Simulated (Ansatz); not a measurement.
**AlIr (Pm-3m): phonons and vibrational spectra**

Wanted: phonon frequencies of AlIr (Pm-3m) and what follows from them.

Program: Ansatz 0.2.0. Level of theory: DFT PBEsol, scalar-relativistic, plane waves, PAW. Results are calculated unless marked as measured.

## Step 1: Starting point

Symmetry: Pm-3m, No. 221, cubic system. The conventional cell has a = 2.995 Å, b = 2.995 Å, c = 2.995 Å, α = 90.00°, β = 90.00°, γ = 90.00°. Nearest to Al lie 8 Ir at 2.59 Å. Nearest to Ir lie 8 Al at 2.59 Å. Farther neighbours are not listed.

## Step 2: Relaxation

The cell and atoms are relaxed, since residual forces and stress would shift the frequencies.

File input.yaml:

```yaml
crystal:
  lattice:
    - [2.99455485, 0.0, 0.0]
    - [0.0, 2.99455485, 0.0]
    - [0.0, 0.0, 2.99455485]
  atoms:
    - { symbol: Al, position: [0.0, 0.0, 0.0] }
    - { symbol: Ir, position: [0.5, 0.5, 0.5] }
kpoints:
  mp_grid: { grid: [12, 12, 12] }
hamiltonian:
  xc: pbesol
scf:
  occupations: { method: gaussian, width: 0.1 }
output:
  forces: true
  stress: true
  eigenvalues: true
  write_density: true
  write_potential: true
  elf: true
  volumetric_format: npy
relax:
  adjacent_minimum: "off"
  f_tol: 0.005
  max_steps: 80
  cell: { stress_tol: 0.05 }
```

Command:

```
ansatz run input.yaml --threads 4 --pin off --max-ram 7168MiB --backend cpu --events-out ev --progress --plain --runs-dir out
```

Numbers of over 12 decimals in the logs are rounded to 6 here.

What it wrote:

```text
Engine: ansatz 0.2.0, aarch64-unknown-linux-gnu
Pseudopotentials: kind: paw
Pseudopotential: Al, paw, valence charge 3, recommended cutoff 420 eV (normal), Al.paw.azcp
Pseudopotential: Ir, paw, valence charge 17, recommended cutoff 420 eV (normal), Ir.paw.azcp
Functional definition: PBEsol
  exchange = pbesol_x
  correlation = pbesol_c
Crystal: 2 atoms, lattice volume = 26.853 Å³
Basis set: ecut = 420 eV, 515 PW (Γ), exchange–correlation on 48×48×48 points (8 copies of the dense FFT grid, shifted against one another)
Bands: 14, of which v1, the nominal top of the filled ones, is band 10 counted from 1 (9 counted from 0)
Symmetry: 48 space group operations
Space group: Pm-3m (ITA 221), of the structure as read, at distance tolerance 3.0e-5 Å
k-points: 84 of 1728
Non-local potential: Al, projectors of the file, l = 0: 2, l = 1: 2, l = 2: 1
Non-local potential: Ir, projectors of the file, l = 0: 3, l = 1: 2, l = 2: 2, l = 3: 1
PAW form: soft (Blöchl's): semilocal exchange-correlation on the pseudo side does not see the compensation charge
PAW frozen core: Al, regenerated for the run's functional, and the local potential with it (the file was generated under x = pbe(κ = 0.804, μ = 0.219515), c = pbe(β = 0.066725))
PAW frozen core: Ir, regenerated for the run's functional, and the local potential with it (the file was generated under x = pbe(κ = 0.804, μ = 0.219515), c = pbe(β = 0.066725))
PAW one-centre angular grid: Al, 110 points (default); XC on 64 Gauss nodes
PAW one-centre angular grid: Ir, 590 points (default); XC on 64 Gauss nodes
Initial density: superposition of atomic densities (neutral atoms: chi_scale 0, normalization atom), corrected by the library's trained network
Initial wavefunctions: pseudopotential atomic-orbital guess
Functional: x = pbesol(κ = 0.804, μ = 0.123457), c = pbesol(β = 0.046)
SCF iter   1: F=—  HF=-12325.435178 eV  |F-HF|=—  |Δ(HF+E_count)|=         —  Δρ=3.46e-3  dr2=1.59e-3  ethr=1.77e-3  ⟨swp⟩=4.3  Hψ=5516  notcnv=0
preconditioner: auto → none  [insulator: Δε(μ)=0.129 eV  Ē_g=9.659 eV  σ=0.100 eV  W_gap=0.63  n_scr=6 (ndim 8)  ℏωp=24.8 eV  f_vac=0.000  D(μ)=0.36/eV (n_scr^D=0)  ε∞_Penn≈7.6]
SCF iter   2: F=—  HF=-12325.435166 eV  |F-HF|=—  |Δ(HF+E_count)|=   1.23e-5  Δρ=1.50e-3  dr2=1.93e-4  ethr=7.97e-6  ⟨swp⟩=2.2  Hψ=2293  notcnv=0
SCF iter   3: F=—  HF=-12325.435152 eV  |F-HF|=—  |Δ(HF+E_count)|=   1.33e-5  Δρ=2.42e-4  dr2=4.18e-6  ethr=9.63e-7  ⟨swp⟩=2.0  Hψ=1560  notcnv=0
SCF iter   4: F=—  HF=-12325.435137 eV  |F-HF|=—  |Δ(HF+E_count)|=   1.52e-5  Δρ=2.83e-5  dr2=5.64e-8  ethr=2.09e-8  ⟨swp⟩=2.1  Hψ=1972  notcnv=0
iter 5 did not close the SCF: its close was put off for the readings that it lacked (scf_convergence_deferred on its scf_iter line)
SCF iter   5: F=-12325.435137 eV  HF=-12325.435137 eV  |F-HF|=1.82e-12  |Δ(HF+E_count)|=   4.31e-8  Δρ=1.27e-6  dr2=8.94e-11  ethr=2.82e-10  ⟨swp⟩=2.0  Hψ=1628  notcnv=0
SCF iter   6: F=-12325.435137 eV  HF=-12325.435137 eV  |F-HF|=7.28e-12  |Δ(HF+E_count)|=  3.27e-11  Δρ=2.04e-7  dr2=1.76e-12  ethr=1.00e-12  ⟨swp⟩=4.2  Hψ=5045  notcnv=0
SCF 1 converged in 6 iterations: F = -12325.435137 eV  dr2 = 1.76e-12
  greatest PAW one-centre occupation: 1.000 electrons in one spin orbital (limit 2), on the Ir atom at site 1 (counted from 0), in its partial waves of l = 0
relax step   1: F+E_penalty+E_count = -12325.43513726 eV  Δ(F+E_penalty+E_count) = +0.000e0 eV  max|allowed force component| = 6.469e-29 eV/Å  Δτ_max = 0.0000 Å  P = -1.355 GPa  Ω = 26.853 Å³  (6 SCF iters, accepted)
Crystal: 2 atoms, lattice volume = 26.636 Å³
Basis set: ecut = 420 eV, 485 PW (Γ), exchange–correlation on 48×48×48 points (8 copies of the dense FFT grid, shifted against one another)
Initial density: handed on by an earlier stage of this run
Initial wavefunctions: those handed on with the density
iter 1 solved again at ethr=5.48e-7 eV; its pass at ethr=3.10e-3 eV (dr2=1.10e-4 eV) is discarded
SCF iter   1: F=—  HF=-12325.435768 eV  |F-HF|=—  |Δ(HF+E_count)|=         —  Δρ=6.41e-4  dr2=1.10e-4  ethr=5.48e-7  ⟨swp⟩=2.0  Hψ=7000  notcnv=0
preconditioner: auto → none  [insulator: Δε(μ)=0.129 eV  Ē_g=9.730 eV  σ=0.100 eV  W_gap=0.63  n_scr=6 (ndim 8)  ℏωp=24.9 eV  f_vac=0.000  D(μ)=0.35/eV (n_scr^D=0)  ε∞_Penn≈7.6]
SCF iter   2: F=—  HF=-12325.435720 eV  |F-HF|=—  |Δ(HF+E_count)|=   4.80e-5  Δρ=2.23e-4  dr2=9.24e-6  ethr=5.48e-7  ⟨swp⟩=2.1  Hψ=1557  notcnv=0
iter 3 did not close the SCF: its close was put off for the readings that it lacked (scf_convergence_deferred on its scf_iter line)
SCF iter   3: F=-12325.435715 eV  HF=-12325.435715 eV  |F-HF|=1.91e-7  |Δ(HF+E_count)|=   4.86e-6  Δρ=3.35e-5  dr2=1.98e-7  ethr=4.62e-8  ⟨swp⟩=2.2  Hψ=1554  notcnv=0
iter 4 did not close the SCF: its close was put off for the readings that it lacked (scf_convergence_deferred on its scf_iter line)
SCF iter   4: F=-12325.435715 eV  HF=-12325.435715 eV  |F-HF|=2.46e-10  |Δ(HF+E_count)|=   1.04e-7  Δρ=3.26e-6  dr2=9.86e-10  ethr=9.91e-10  ⟨swp⟩=2.4  Hψ=1647  notcnv=0
iter 5 did not close the SCF: its close was put off for the readings that it lacked (scf_convergence_deferred on its scf_iter line)
SCF iter   5: F=-12325.435715 eV  HF=-12325.435715 eV  |F-HF|=7.28e-12  |Δ(HF+E_count)|=  2.98e-10  Δρ=2.31e-7  dr2=9.12e-12  ethr=4.93e-12  ⟨swp⟩=2.4  Hψ=1865  notcnv=0
SCF iter   6: F=-12325.435715 eV  HF=-12325.435715 eV  |F-HF|=3.64e-12  |Δ(HF+E_count)|=  1.82e-12  Δρ=1.28e-8  dr2=2.75e-14  ethr=1.00e-12  ⟨swp⟩=3.7  Hψ=4490  notcnv=0
SCF 2 converged in 6 iterations: F = -12325.435715 eV  dr2 = 2.75e-14
relax step   2: F+E_penalty+E_count = -12325.43571530 eV  Δ(F+E_penalty+E_count) = -5.780e-4 eV  max|allowed force component| = 1.809e-29 eV/Å  Δτ_max = 0.0000 Å  P = +0.641 GPa  Ω = 26.636 Å³  energy of the carried Pulay correction = +8.301e-5 eV  (6 SCF iters, dr2 threshold 2.00e-7 eV, accepted)
Crystal: 2 atoms, lattice volume = 26.705 Å³
iter 1 solved again at ethr=5.29e-8 eV; its pass at ethr=3.10e-3 eV (dr2=1.06e-5 eV) is discarded
SCF iter   1: F=—  HF=-12325.435845 eV  |F-HF|=—  |Δ(HF+E_count)|=         —  Δρ=2.05e-4  dr2=1.12e-5  ethr=5.29e-8  ⟨swp⟩=2.0  Hψ=6873  notcnv=0
preconditioner: auto → none  [insulator: Δε(μ)=0.131 eV  Ē_g=9.708 eV  σ=0.100 eV  W_gap=0.63  n_scr=6 (ndim 8)  ℏωp=24.9 eV  f_vac=0.000  D(μ)=0.35/eV (n_scr^D=0)  ε∞_Penn≈7.6]
SCF iter   2: F=—  HF=-12325.435826 eV  |F-HF|=—  |Δ(HF+E_count)|=   1.83e-5  Δρ=7.17e-5  dr2=9.67e-7  ethr=5.29e-8  ⟨swp⟩=2.2  Hψ=1578  notcnv=0
iter 3 did not close the SCF: its close was put off for the readings that it lacked (scf_convergence_deferred on its scf_iter line)
SCF iter   3: F=-12325.435826 eV  HF=-12325.435826 eV  |F-HF|=1.93e-8  |Δ(HF+E_count)|=   5.05e-7  Δρ=1.06e-5  dr2=2.01e-8  ethr=4.84e-9  ⟨swp⟩=2.2  Hψ=1549  notcnv=0
iter 4 did not close the SCF: its close was put off for the readings that it lacked (scf_convergence_deferred on its scf_iter line)
SCF iter   4: F=-12325.435826 eV  HF=-12325.435826 eV  |F-HF|=4.18e-11  |Δ(HF+E_count)|=   1.04e-8  Δρ=1.07e-6  dr2=1.15e-10  ethr=1.00e-10  ⟨swp⟩=2.2  Hψ=1572  notcnv=0
iter 5 did not close the SCF: its close was put off for the readings that it lacked (scf_convergence_deferred on its scf_iter line)
SCF iter   5: F=-12325.435826 eV  HF=-12325.435826 eV  |F-HF|=5.46e-12  |Δ(HF+E_count)|=  5.46e-12  Δρ=8.45e-8  dr2=1.28e-12  ethr=1.00e-12  ⟨swp⟩=2.0  Hψ=1541  notcnv=0
SCF iter   6: F=-12325.435826 eV  HF=-12325.435826 eV  |F-HF|=1.82e-12  |Δ(HF+E_count)|=  5.46e-12  Δρ=4.84e-9  dr2=2.93e-15  ethr=1.00e-12  ⟨swp⟩=3.1  Hψ=4366  notcnv=0
SCF 3 converged in 6 iterations: F = -12325.435826 eV  dr2 = 2.93e-15
relax step   3: F+E_penalty+E_count = -12325.43582577 eV  Δ(F+E_penalty+E_count) = -1.105e-4 eV  max|allowed force component| = 6.278e-30 eV/Å  Δτ_max = 0.0000 Å  P = -0.006 GPa  Ω = 26.705 Å³  energy of the carried Pulay correction = +5.644e-5 eV  (6 SCF iters, dr2 threshold 2.00e-7 eV, accepted)
Basis set: ecut = 420 eV, 485 PW (Γ), exchange–correlation on 40×40×40 points (8 copies of the dense FFT grid, shifted against one another)
Initial wavefunctions: pseudopotential atomic-orbital guess (no wavefunctions were taken with the density)
iter 1 solved again at ethr=3.71e-9 eV; its pass at ethr=3.10e-3 eV (dr2=7.43e-7 eV) is discarded
SCF iter   1: F=—  HF=-12325.435871 eV  |F-HF|=—  |Δ(HF+E_count)|=         —  Δρ=1.17e-5  dr2=5.94e-9  ethr=3.71e-9  ⟨swp⟩=3.2  Hψ=9204  notcnv=0
preconditioner: auto → none  [insulator: Δε(μ)=0.130 eV  Ē_g=9.708 eV  σ=0.100 eV  W_gap=0.63  n_scr=6 (ndim 8)  ℏωp=24.9 eV  f_vac=0.000  D(μ)=0.35/eV (n_scr^D=0)  ε∞_Penn≈7.6]
SCF iter   2: F=—  HF=-12325.435768 eV  |F-HF|=—  |Δ(HF+E_count)|=   1.03e-4  Δρ=5.70e-6  dr2=1.40e-9  ethr=2.97e-11  ⟨swp⟩=2.2  Hψ=1810  notcnv=0
SCF iter   3: F=—  HF=-12325.435768 eV  |F-HF|=—  |Δ(HF+E_count)|=  1.06e-10  Δρ=1.06e-6  dr2=5.92e-11  ethr=7.02e-12  ⟨swp⟩=3.0  Hψ=2017  notcnv=0
iter 4 did not close the SCF: its close was put off for the readings that it lacked (scf_convergence_deferred on its scf_iter line)
SCF iter   4: F=-12325.435768 eV  HF=-12325.435768 eV  |F-HF|=3.64e-12  |Δ(HF+E_count)|=  2.36e-11  Δρ=1.76e-7  dr2=2.35e-12  ethr=1.00e-12  ⟨swp⟩=1.0  Hψ=1176  notcnv=0
iter 5 did not close the SCF: its close was put off for the readings that it lacked (scf_convergence_deferred on its scf_iter line)
SCF iter   5: F=-12325.435768 eV  HF=-12325.435768 eV  |F-HF|=1.09e-11  |Δ(HF+E_count)|=  5.46e-12  Δρ=5.81e-8  dr2=4.91e-13  ethr=1.00e-12  ⟨swp⟩=1.0  Hψ=1176  notcnv=0
iter 6 did not close the SCF: its close was put off for the readings that it lacked (scf_convergence_deferred on its scf_iter line)
SCF iter   6: F=-12325.435768 eV  HF=-12325.435768 eV  |F-HF|=1.82e-12  |Δ(HF+E_count)|=  5.46e-12  Δρ=4.23e-9  dr2=2.65e-15  ethr=1.00e-12  ⟨swp⟩=1.0  Hψ=1176  notcnv=0
iter 7 did not close the SCF: its close was put off for the readings that it lacked (scf_convergence_deferred on its scf_iter line)
SCF iter   7: F=-12325.435768 eV  HF=-12325.435768 eV  |F-HF|=9.09e-12  |Δ(HF+E_count)|=  3.64e-12  Δρ=1.24e-9  dr2=3.81e-16  ethr=1.00e-12  ⟨swp⟩=1.0  Hψ=1176  notcnv=0
SCF iter   8: F=-12325.435768 eV  HF=-12325.435768 eV  |F-HF|=5.46e-12  |Δ(HF+E_count)|=  7.28e-12  Δρ=3.85e-10  dr2=2.82e-17  ethr=1.00e-12  ⟨swp⟩=1.4  Hψ=2813  notcnv=0
SCF 4 converged in 8 iterations: F = -12325.435768 eV  dr2 = 2.82e-17
relax step   4: F+E_penalty+E_count = -12325.43576755 eV  Δ(F+E_penalty+E_count) = +5.822e-5 eV  max|allowed force component| = 2.087e-30 eV/Å  Δτ_max = 0.0000 Å  P = -0.006 GPa  Ω = 26.705 Å³  stress off target by 6.35e-3 GPa  SCF on the basis re-selected at this cell (its energy is not comparable with the rows above)  (8 SCF iters)
basis re-selected at this cell: Δ(F+E_penalty+E_count) = +5.822e-5 eV, ΔP = -0.000 GPa vs the last step (what re-selecting the basis moved, of the pressure what is left beyond the Pulay correction that the steps carried, after the strain that the cell walked since its last selection, with what the two solves' SCF thresholds leave and, on support functions, any second-order correction that the steps lacked; it is no measure of the basis error at this ecutwfc). The dense FFT grid was sized anew with the basis: this SCF ran on 20×20×20 points, the steps before it on 24×24×24, so part of this shift can come from that change (see relax.cell in the input reference). [rest of the remark cut]
SCF converged after 8 iterations
Free energy (F): -12325.435768 eV
Harris-Foulkes:  -12325.435768 eV  (|F-HF|=5.46e-12)
Internal energy: -12325.434002 eV  (E = F + TS)
E sigma→0 (E₀):  -12325.434885 eV
Entropy (-TS):   -0.001765 eV (-0.883 meV/atom)
Fermi energy:    18.999130 eV
--- Per-component energies (eV) ---
  E_band       = -161.297682
  E_kinetic    = 652.673705
  E_local      = -1627.414333  (includes V_loc(G=0)·N_el)
  E_nonlocal   = 85.742995
  E_hartree    = 649.397436
  E_xc         = -308.454216
  E_vxc        = -332.191990  (∫ρ·V_xc dr)
  E_paw        = -9544.011361  (= ΣΔE_a)
  E_vpaw       = -238.902989  (= ΣTr[D̂ρ^β])
  E_aug_tail   = 0.000058  (compensation charges beyond the density's cutoff)
  E_ewald      = -2233.652711
  E_core_change = 0.284424  (= ΣΔE_core)
  E_smearing   = -0.001765  (= −TS)
  E_closure    = 0.000000  (closes the sum)
  Σ components = -12325.435768   (vs F -12325.435768, Δ=0.00e0)
--- Forces (eV/Å), atoms counted from 1 ---
  atom   1  Al     0.00000000     0.00000000    -0.00000000
  atom   2  Ir     0.00000000     0.00000000    -0.00000000
  max |Σ_I F_I| component: 4.24e-30 eV/Å
--- Stress (GPa, compression-positive) ---
       -0.006351       0.000000       0.000000
        0.000000      -0.006351      -0.000000
        0.000000      -0.000000      -0.006351
  P = ⅓ Tr σ = -0.0064 GPa (-0.064 kbar)
--- Band table (eV; the first three rows and the last of 84) ---
  k-point 0: bands = [... 6 lower, 13.0566, 17.1618, 17.1618, 17.1618, 23.2000, 23.2000, 23.2000, 28.8263]
  k-point 1: bands = [... 6 lower, 13.1139, 16.9776, 16.9776, 17.1802, 22.5261, 23.4866, 23.4866, 28.4472]
  k-point 2: bands = [... 6 lower, 13.2341, 16.5353, 16.5353, 17.2311, 21.2093, 24.2343, 24.2343, 27.5458]
  k-point 83: bands = [... 6 lower, 12.1508, 18.8186, 18.8186, 19.9959, 20.9454, 20.9454, 20.9454, 25.5201]
--- Relaxed structure (3 steps of the walk, 3 accepted, 1 SCFs on fresh bases) ---
  F+E_penalty+E_count = -12325.43576755 eV   max|allowed force component| = 2.087e-30 eV/Å   (the final SCF, on the basis selected at the relaxed cell)
  cell:  # Å, volume = 26.7052 Å³
    - [2.989042, 0.0, 0.0]
    - [0, 2.989042, 0]
    - [0.0, 0, 2.989042]
  atoms:
    - { symbol: Al, position: [0, 0, 0] }
    - { symbol: Ir, position: [0.5, 0.5, 0.5] }
```

Run time: 2.2 s. Hardware: 4 threads of Arm Neoverse V2, shared host; peak memory 0.33 GiB; 7.2 s of CPU time.

The steps of the relaxation:

```tsv
step	energy less that of the first step (eV)	largest force component (eV/Å)	pressure (GPa)	volume (Å³)
1	0.0000	0.0000	-1.36	26.85
2	-0.0006	0.0000	0.64	26.64
3	-0.0007	0.0000	-0.01	26.71
4*	-0.0006	0.0000	-0.01	26.71
```

Relaxation steps marked * repeat the geometry before them on a plane-wave basis chosen anew for their cell, so energy and pressure can jump there.

The run keeps the 48 symmetry operations that it works with, so distortions that break them were not tested.

```tsv
conventional cell, symmetrised	before	after	change
a (Å)	2.995	2.989	-0.2 %
b (Å)	2.995	2.989	-0.2 %
c (Å)	2.995	2.989	-0.2 %
volume (Å³/atom)	13.43	13.35	-0.6 %
```

The relaxed structure:

```cif
data_structure
_symmetry_space_group_name_H-M 'P 1'
_symmetry_Int_Tables_number 1
_cell_length_a 2.9890
_cell_length_b 2.9890
_cell_length_c 2.9890
_cell_angle_alpha 90.000
_cell_angle_beta 90.000
_cell_angle_gamma 90.000
_cell_volume 26.71
loop_
_atom_site_label
_atom_site_type_symbol
_atom_site_fract_x
_atom_site_fract_y
_atom_site_fract_z
_atom_site_occupancy
Al1 Al 0.00000 0.00000 0.00000 1
Ir2 Ir 0.50000 0.50000 0.50000 1
```

Numbers from this step:

* pressure: -0.006351 GPa
* volume per atom: 13.35 Å³
* gap on the k-mesh: 0 eV

Valence density in the ac plane at fractional y = 0.000, with atoms of Al within 0.2 Å of it. It is the smooth field of the valence electrons, not physical close to the nuclei.

Ten even steps from '0' (0.06 e/Å³) to '9' (0.33 e/Å³):
```
000255555555200
002466655666420
224677666677642
456777777777765
556778888887765
556678999987665
555678999987655
555678999987655
556678999987665
556778888887765
456777777777765
224677666677642
002466655666420
000255555555200
000245555554200
```
Columns run along a (3.0 Å), rows up along c (3.0 Å). Atoms in or near the plane, at fractional coordinates: Al at (0.00, 0.00).

Electrostatic potential energy in the ac plane at fractional y = 0.000, with atoms of Al within 0.2 Å of it. With pseudopotentials it is smooth inside the atoms' cores, unlike the true potential.

Ten even steps from '_' (0 eV) to '@' (19 eV):
```
##**--__..++%%@@@@%%++..__--**
==--____--**%%@@@@%%**--____--
______::++%%@@@@@@@@%%++::____
....--++##%%@@@@@@@@%%##++--..
++++**%%%%@@@@@@@@@@@@%%%%**++
%%%%%%@@@@@@@@@@@@@@@@@@@@%%%%
@@@@@@@@@@@@@@@@@@@@@@@@@@@@@@
@@@@@@@@@@@@@@@@@@@@@@@@@@@@@@
%%%%%%@@@@@@@@@@@@@@@@@@@@%%%%
++++**%%%%@@@@@@@@@@@@%%%%**++
....--++##%%@@@@@@@@%%##++--..
______::++%%@@@@@@@@%%++::____
==--____--**%%@@@@%%**--____--
##**--__..++%%@@@@%%++..__--**
####==__..++%%@@@@%%++..__==##
```
Columns run along a (3.0 Å; values clipped at the 3rd and 97th percentile), rows up along c (3.0 Å). Atoms in or near the plane, at fractional coordinates: Al at (0.00, 0.00).

ELF in the ac plane at fractional y = 0.000, with atoms of Al within 0.2 Å of it. It is the smooth field of the valence electrons, not physical close to the nuclei.

Ten even steps from '0' (0.00) to '9' (0.47):
```
100157766775100
000478877887400
014799877899741
457999888899975
678999888899987
678888888888887
667788888888776
667788888888776
678888888888887
678999888899987
457999888899975
014799877899741
000478877887400
100157766775100
110046666664001
```
Columns run along a (3.0 Å), rows up along c (3.0 Å). Atoms in or near the plane, at fractional coordinates: Al at (0.00, 0.00).

In this step the volume went from 13.43 to 13.35 Å³/atom.

## Step 3: Relaxing to small forces for the phonons

Phonons need a cell at rest on their own settings, so the relaxation is repeated with tight tolerances on forces and stress, using the mesh and the filling of the phonon run that follows.

File input.yaml:

```yaml
crystal:
  lattice:
    - [2.9890424945, 0.0, 0.0]
    - [0.0, 2.9890424945, 0.0]
    - [0.0, 0.0, 2.9890424945]
  atoms:
    - { symbol: Al, position: [0.0, 0.0, 0.0] }
    - { symbol: Ir, position: [0.5, 0.5, 0.5] }
kpoints:
  mp_grid: { grid: [12, 12, 12] }
hamiltonian:
  xc: pbesol
scf:
  occupations: { method: methfessel_paxton, width: 0.15 }
output:
  forces: true
  stress: true
  eigenvalues: true
relax:
  adjacent_minimum: "off"
  f_tol: 0.001
  max_steps: 60
  cell: { stress_tol: 0.01 }
```

What it wrote:

```text
[...]
Crystal: 2 atoms, lattice volume = 26.705 Å³
Basis set: ecut = 420 eV, 485 PW (Γ), exchange–correlation on 40×40×40 points (8 copies of the dense FFT grid, shifted against one another)
Bands: 14, of which v1, the nominal top of the filled ones, is band 10 counted from 1 (9 counted from 0)
Symmetry: 48 space group operations
[...]
k-points: 84 of 1728
[...]
k-point 83: bands = [... 6 lower, 12.1536, 18.8228, 18.8228, 20.0017, 20.9500, 20.9500, 20.9500, 25.5268]
--- Relaxed structure (3 steps of the walk, 3 accepted, 1 SCFs on fresh bases) ---
[...]
cell:  # Å, volume = 26.6997 Å³
    - [2.988835, 0.0, 0.0]
    - [0.0, 2.988835, 0.0]
    - [0.0, 0.0, 2.988835]
  atoms:
    - { symbol: Al, position: [0, 0, 0] }
    - { symbol: Ir, position: [0.5, 0.5, 0.5] }
[key lines of the parts left out:]
SCF converged after 5 iterations
Free energy (F): -12325.434310 eV
Fermi energy:    19.022398 eV
P = ⅓ Tr σ = 0.0000 GPa (0.000 kbar)
```

The job ended after 1.7 s (4 threads; peak memory 0.32 GiB; 5.5 s of CPU time).

Little changed from the start: no atom moved by 0.005 Å and no cell edge by 0.1 %.

This step gave:

* pressure: 5.23e-6 GPa

The forces vanish by symmetry and the pressure is 0.000 GPa, within the tolerances set. The cell now holds 13.35 Å³/atom.

[end of part 1 of 2]

[Logs are printed without paths, hosts, clocks, repeated set-up lines and the standing remarks that a program may print on its own settings, such as how far it seeks lower states.]

[Hosts, paths, dates, database ids (printed as entryN), source tags and the programs' standing remarks are cut or masked in the printed files.]
